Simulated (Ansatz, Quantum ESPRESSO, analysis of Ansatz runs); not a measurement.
# Migration in Na2WO4 (Fd-3m): V_Na hop (3.2 Å), charge −1 (Quantum ESPRESSO)

How high is the barrier when Na changes place in Na2WO4 (Fd-3m)? The case: V_Na hop (3.2 Å), charge −1, in a cell of 56 host atoms with 1 Na taken out.

Main program and level: Quantum ESPRESSO 7.5; Quantum ESPRESSO plane-wave DFT, PBEsol, GBRV 1.5 PBEsol potentials; nudged elastic band between two relaxed defect structures at fixed charge in a uniform background.

Report form: the programs' logs are mostly left out.

## (1) Set-up

The cell holds 55 atoms: 15 Na, 8 W and 32 O. Its edges and angles: a = 9.109 Å, b = 9.109 Å, c = 9.109 Å, α = 90.0°, β = 90.0°, γ = 90.0°. It derives from Na2WO4 (space group Fd-3m). Nearest the centre at fractional (0.000, 0.375, 0.500): Na1 at 1.48 Å, O38 at 1.87 Å, O28 at 1.88 Å, Na8 at 2.69 Å, Na13 at 2.70 Å, O48 at 2.84 Å, O42 at 2.90 Å, O33 at 2.96 Å. The cell carries charge −1.

The cell's shortest repeat is 9.1 Å.

## (2) Relaxation of the start point, charge −1

The ends come first: from an unrelaxed start the top is counted from too high an energy, and the barrier comes out too low. Quantum ESPRESSO starts from the structure that Ansatz relaxed. The charge of −1 is set by the electron count, and a uniform background keeps the cell neutral.

pw.in reads:

```
&CONTROL
  calculation = 'relax'
  prefix = 'pwscf'
  outdir = './tmp'
  pseudo_dir = './pseudo'
  tprnfor = .true.
  disk_io = 'low'
  nstep = 70
  forc_conv_thr = 0.00078
  etot_conv_thr = 0.0001
/
&SYSTEM
  ibrav = 0
  nat = 55
  ntyp = 3
  ecutwfc = 40
  ecutrho = 324
  nbnd = 224
  occupations = 'fixed'
  tot_charge = -1
  nosym = .true.
/
&ELECTRONS
  conv_thr = 6d-08
  electron_maxstep = 100
  mixing_beta = 0.5
/
&IONS
  ion_dynamics = 'bfgs'
/
ATOMIC_SPECIES
Na    22.9898 na_pbesol_v1.5.uspp.F.UPF
W    183.8400 w_pbesol_v1.2.uspp.F.UPF
O     15.9990 o_pbesol_v1.2.uspp.F.UPF
CELL_PARAMETERS angstrom
   9.1091060956    0.0000000000    0.0000000000
   0.0000000000    9.1091060956    0.0000000000
   0.0000000000    0.0000000000    9.1091060956
ATOMIC_POSITIONS crystal
Na     0.1150026201    0.3692557802    0.3857051302
Na     0.1238184001    0.8747655404    0.8738147304
Na     0.6357292803    0.3802936502    0.8650069104
Na     0.6269093603    0.8748046704    0.3768835802
Na     0.3753437502    0.1263028001    0.3769095202
Na     0.3753465102    0.6232547603    0.8738569704
Na     0.8808371104    0.1351061401    0.8649897404
Na     0.8698029304    0.6143463603    0.3857310902
[... 43 atom lines left out ...]
O      0.3801587502    0.3880175702    0.3834427002
O      0.3868068302    0.8862394904    0.8877373504
O      0.8889328604    0.3883361402    0.9013734604
O      0.8886458804    0.8795477904    0.3833751902
K_POINTS crystal
1
0.25 0.25 0.25 1.0
```

On the command line:

```console
$ OMP_NUM_THREADS=1 mpirun -n 16 pw.x -in pw.in > pw.out
```

It took 4.3 min on 16 MPI ranks of Arm Neoverse N1, shared host; peak memory 4.9 GiB; 68 min of CPU time.

The steps of the relaxation:

```csv
step,energy less that of the first step (eV)
0,0.0000
1,-0.0336
2,-0.0339
3,-0.0345
```

Neighbours of Na1 at the end:

```csv
atom,distance (Å)
O28,2.327
O38,2.327
O48,2.367
O44,2.417
O52,2.417
O33,2.446
Na13,3.158
Na8,3.158
```

Read from the output:

- highest filled level: 4.061 eV
- lowest empty level: 9.231 eV
- r.m.s. move of the farther half of the atoms: 0.05296 Å
- largest move from the ideal geometry of this structure, a common shift of the far atoms taken out: 0.1585 Å

The relaxation gained 0.034 eV and ended with a largest force component of 0.014 eV/Å.

## (3) Relaxation of the end point, charge −1

The end point is relaxed in the same cell and settings, so that the two energies compare. It starts from Ansatz's end point.

pw.in reads:

```
&CONTROL
  calculation = 'relax'
  prefix = 'pwscf'
  outdir = './tmp'
  pseudo_dir = './pseudo'
  tprnfor = .true.
  disk_io = 'low'
  nstep = 70
  forc_conv_thr = 0.00078
  etot_conv_thr = 0.0001
/
&SYSTEM
  ibrav = 0
  nat = 55
  ntyp = 3
  ecutwfc = 40
  ecutrho = 324
  nbnd = 224
  occupations = 'fixed'
  tot_charge = -1
  nosym = .true.
/
&ELECTRONS
  conv_thr = 6d-08
  electron_maxstep = 100
  mixing_beta = 0.5
/
&IONS
  ion_dynamics = 'bfgs'
/
ATOMIC_SPECIES
Na    22.9898 na_pbesol_v1.5.uspp.F.UPF
W    183.8400 w_pbesol_v1.2.uspp.F.UPF
O     15.9990 o_pbesol_v1.2.uspp.F.UPF
CELL_PARAMETERS angstrom
   9.1091060956    0.0000000000    0.0000000000
   0.0000000000    9.1091060956    0.0000000000
   0.0000000000    0.0000000000    9.1091060956
ATOMIC_POSITIONS crystal
Na    -0.1138503801    0.3691944602    0.6145677203
Na     0.1257750601    0.8747731404    0.8749593004
[... 5 atom lines left out ...]
Na     0.8861390104    0.6143669303    0.3693874802
[... 4 atom lines left out ...]
Na     0.1313337501    0.6143848703    0.6145677503
[... 2 atom lines left out ...]
W      0.2534182901    0.2470821201    0.7584081104
[... 1 atom line left out ...]
W      0.7422773604    0.2470864501    0.2472769301
[... 1 atom line left out ...]
W     -0.0018823400   -0.0086926700    0.5026452902
[... 6 atom lines left out ...]
O      0.8639485204    0.6365011603    0.6367017703
O      0.1393389401    0.3611431702    0.6508380403
[... 4 atom lines left out ...]
O      0.1393319901    0.6506790303    0.3613258402
[... 4 atom lines left out ...]
O      0.8498271104    0.3611473602    0.3613475302
[... 3 atom lines left out ...]
O      0.8864264604    0.1090219401    0.6143382003
[... 5 atom lines left out ...]
O      0.1122092101    0.0988619400    0.3885809302
[... 6 atom lines left out ...]
O      0.8838318804    0.8795683704    0.3881859402
K_POINTS crystal
1
0.25 0.25 0.25 1.0
```

Run time: 4.3 min. Hardware: 16 MPI ranks; peak memory 4.9 GiB.

Step by step:

```csv
step,energy less that of the first step (eV)
0,0.0000
1,-0.0335
2,-0.0338
3,-0.0344
```

Neighbours of Na1 at the end:

```csv
atom,distance (Å)
O28,2.327
O38,2.327
O42,2.367
O46,2.417
O54,2.418
O27,2.447
Na8,3.158
Na13,3.158
```

This step gave:

```
highest filled level                                                                              : 4.061 eV
lowest empty level                                                                                : 9.231 eV
r.m.s. move of the farther half of the atoms                                                      : 0.05295 Å
largest move from the ideal geometry of this structure, a common shift of the far atoms taken out : 0.1575 Å
```

The relaxation gained 0.034 eV and ended with a largest force component of 0.013 eV/Å. The end lies within 1 meV of the start.

## (4) Nudged elastic band, charge −1

5 movable images are laid between the ends on the band that Ansatz converged, shifted to this program's ends. Each image feels the true force across the path and a spring force along it. The highest image is set to climb to the top of the path.

This step: Quantum ESPRESSO plane-wave DFT, PBEsol, GBRV 1.5 PBEsol potentials; nudged elastic band between two relaxed defect structures at fixed charge in a uniform background.

neb.in reads:

```
BEGIN
BEGIN_PATH_INPUT
&PATH
  restart_mode = 'from_scratch'
  string_method = 'neb'
  nstep_path = 45
  ds = 1.5
  opt_scheme = 'broyden'
  num_of_images = 7
  k_max = 0.3
  k_min = 0.2
  CI_scheme = 'auto'
  path_thr = 0.05
/
END_PATH_INPUT
BEGIN_ENGINE_INPUT
&CONTROL
  prefix = 'pwscf'
  outdir = './tmp'
  pseudo_dir = './pseudo'
  disk_io = 'low'
/
&SYSTEM
  ibrav = 0
  nat = 55
  ntyp = 3
  ecutwfc = 40
  ecutrho = 324
  nbnd = 224
  occupations = 'fixed'
  tot_charge = -1
  nosym = .true.
/
&ELECTRONS
  conv_thr = 6d-08
  electron_maxstep = 100
  mixing_beta = 0.5
/
ATOMIC_SPECIES
Na    22.9898 na_pbesol_v1.5.uspp.F.UPF
W    183.8400 w_pbesol_v1.2.uspp.F.UPF
O     15.9990 o_pbesol_v1.2.uspp.F.UPF
CELL_PARAMETERS angstrom
   9.1091060956    0.0000000000    0.0000000000
   0.0000000000    9.1091060956    0.0000000000
   0.0000000000    0.0000000000    9.1091060956
BEGIN_POSITIONS
FIRST_IMAGE
ATOMIC_POSITIONS crystal
Na     0.1150238823    0.3692880738    0.3856831592
Na     0.1238243270    0.8747663294    0.8738225552
Na     0.6357051844    0.3802593376    0.8650298390
Na     0.6269020617    0.8748021641    0.3768774920
Na     0.3753457768    0.1262959651    0.3769015995
Na     0.3753460405    0.6232593191    0.8738621391
Na     0.8808062471    0.1350866979    0.8650123779
Na     0.8698409665    0.6143765207    0.3857061594
Na     0.3753724371    0.3747902886    0.1253948467
Na     0.3753582887    0.8747650106    0.6253620849
Na     0.8753709282    0.8747693702    0.1253557647
Na     0.1238655442    0.1262962698    0.1253292588
Na     0.1150067510    0.6144156371    0.6308169391
Na     0.6356795212    0.1351251763    0.6198903717
Na     0.6268918956    0.6232766221    0.1253519778
W      0.2588004027    0.2470692730    0.7530409027
W      0.2502617540    0.7496590540    0.2504255356
W      0.7476735543    0.2470836333    0.2418515322
W      0.7476499280    0.7582384330    0.7530107814
W      0.0030645062   -0.0087010645    0.4976700804
W      0.0030504712    0.5024510560    0.0088568186
W      0.5004744621   -0.0001008300    0.0003011075
W      0.4918958809    0.5024685432    0.4977229605
O      0.3709269677    0.1323455918    0.6381886843
O      0.3643295839    0.6366799620    0.1363353272
O      0.8625104937    0.1323519229    0.1297185175
O      0.8621316959    0.6502153375    0.6385124099
O      0.1508066754    0.3615617053    0.6385261338
O      0.1372827770    0.8637198973    0.1363319274
O      0.6329605060    0.3619249144    0.1297019226
O      0.6329304498    0.8703706465    0.6381583729
O      0.1406333230    0.1350080562    0.8650804361
O      0.1367053026    0.6361002439    0.3639497019
O      0.6356048214    0.1350407202    0.3600037802
O      0.6355862645    0.6400938754    0.8650679623
O      0.3709438003    0.3619079212    0.8677260469
O      0.3643203238    0.8637335120    0.3633903003
O      0.8621795772    0.3615821720    0.3498140516
O      0.8624971501    0.8703741263    0.8676949529
O      0.3864152165    0.1128850724    0.1143904524
O      0.3797783532    0.6171766463    0.6125993122
O      0.8885495418    0.0992973731    0.6121588219
O      0.8882266943    0.6171715859    0.1210162386
O      0.1177889569    0.3876233438    0.1209942455
O      0.1177684437    0.8791746550    0.6125447303
O      0.5999325896    0.3879847736    0.6122073108
O      0.6134656833    0.8858354551    0.1143822165
O      0.1151329020    0.1094536916    0.3856239007
O      0.1150913222    0.6145140111    0.8906984817
O      0.6140256527    0.1134523356    0.8867656245
O      0.6100186989    0.6145430279    0.3856520180
O      0.3797497943    0.3876205134    0.3830494946
O      0.3864004777    0.8858331936    0.8873457435
O      0.8885415665    0.3879436747    0.9009052230
O      0.8882432955    0.8791393648    0.3829842272
INTERMEDIATE_IMAGE
ATOMIC_POSITIONS crystal
Na     0.0812838705    0.3512022720    0.4192815061
Na     0.1264753417    0.8741027674    0.8763833079
[... 53 atom lines left out ...]
INTERMEDIATE_IMAGE
ATOMIC_POSITIONS crystal
Na     0.0424328743    0.3297328731    0.4582843784
Na     0.1268348802    0.8741645068    0.8776141023
[... 53 atom lines left out ...]
INTERMEDIATE_IMAGE
ATOMIC_POSITIONS crystal
Na     0.0005322193    0.3167882219    0.5001333792
Na     0.1268017638    0.8745967761    0.8781712494
[... 53 atom lines left out ...]
INTERMEDIATE_IMAGE
ATOMIC_POSITIONS crystal
Na    -0.0412962299    0.3297310614    0.5420175118
Na     0.1266386875    0.8750734146    0.8780857656
[... 53 atom lines left out ...]
INTERMEDIATE_IMAGE
ATOMIC_POSITIONS crystal
Na    -0.0802812364    0.3511942265    0.5808509909
Na     0.1264390901    0.8753689280    0.8775223326
[... 53 atom lines left out ...]
LAST_IMAGE
ATOMIC_POSITIONS crystal
Na    -0.1138752456    0.3692323886    0.6145910950
Na     0.1257743532    0.8747725506    0.8749582521
[... 5 atom lines left out ...]
Na     0.8861153467    0.6143915417    0.3694248825
[... 4 atom lines left out ...]
Na     0.1312973193    0.6144086182    0.6145912741
[... 2 atom lines left out ...]
W      0.2534324594    0.2470701227    0.7584187361
[... 1 atom line left out ...]
W      0.7422681871    0.2470739404    0.2472636268
[... 1 atom line left out ...]
W     -0.0018951609   -0.0087038693    0.5026566019
[... 6 atom lines left out ...]
O      0.8643729096    0.6360780668    0.6362773100
O      0.1389448730    0.3615388797    0.6503713006
[... 4 atom lines left out ...]
O      0.1389381619    0.6502121704    0.3617209728
[... 4 atom lines left out ...]
O      0.8502939760    0.3615415836    0.3617405502
[... 3 atom lines left out ...]
O      0.8860308121    0.1094144995    0.6147326745
[... 5 atom lines left out ...]
O      0.1126034217    0.0993293675    0.3881853370
[... 6 atom lines left out ...]
O      0.8834389082    0.8791590552    0.3877913695
END_POSITIONS
K_POINTS crystal
1
0.25 0.25 0.25 1.0
END_ENGINE_INPUT
END
```

On the command line:

```console
$ OMP_NUM_THREADS=1 mpirun -n 16 neb.x -ni 4 -inp neb.in > neb.out
```

The job ended after 50 min (16 MPI ranks; peak memory 15 GiB).

The path, image by image:

```csv
image,path (Å),energy (eV),"Na1: x, y, z (Å)"
0,0.000,0.0000,"1.048, 3.364, 3.513"
1,0.676,0.2350,"0.677, 3.166, 3.883"
2,1.230,0.4932,"0.333, 2.987, 4.228"
3,1.726,0.5593,"0.005, 2.886, 4.556"
4,2.222,0.4934,"-0.323, 2.987, 4.883"
5,2.776,0.2354,"-0.668, 3.166, 5.228"
6,3.452,0.0000,"-1.037, 3.363, 5.598"
```

This step gave:

```yaml
barrier_forward: 0.5593 eV
barrier_backward: 0.5593 eV
end_less_start: -2.88e-5 eV
hop_length: 2.949 Å
```

The band met its tolerance of 0.05 eV/Å after 5 iterations, with image 3 on top (the start counts as 0). Na1, which moves farthest between the ends, has 6 O at 2.33 to 2.45 Å nearest at the start and 4 O at 2.12 to 2.39 Å at the top.

## (5) Results

```yaml
barrier_forward: 0.56 eV
barrier_backward: 0.56 eV
end_less_start: 0.00 eV
hop_length: 2.95 Å
band_iterations_as_the_log_counts_them: 5
```

In words: The top of the band lies 0.56 eV above the start and 0.56 eV above the end, which are alike in energy and neighbours. With an assumed prefactor of 1e13 per second it gives one hop a second along this one path at about 220 K; whether such hops link up through the crystal wasn't checked. At the top Na1 stands 2.12 Å from its nearest O, 0.21 Å closer than at the start. The order of the top as a saddle was not checked for all atoms, so a bent path could be lower. No image-charge correction is applied; it largely cancels along a path if the charge stays localised alike. What this leaves open: one k-point off the zone centre stands for the whole zone; spin–orbit coupling, which can matter with heavy atoms, is left out.

[Logs are printed without paths, hosts, clocks, repeated set-up lines and the standing remarks that a program may print on its own settings, such as how far it seeks lower states.]

[Hosts, paths, dates, database ids (printed as entryN), source tags and the programs' standing remarks are cut or masked in the printed files.]
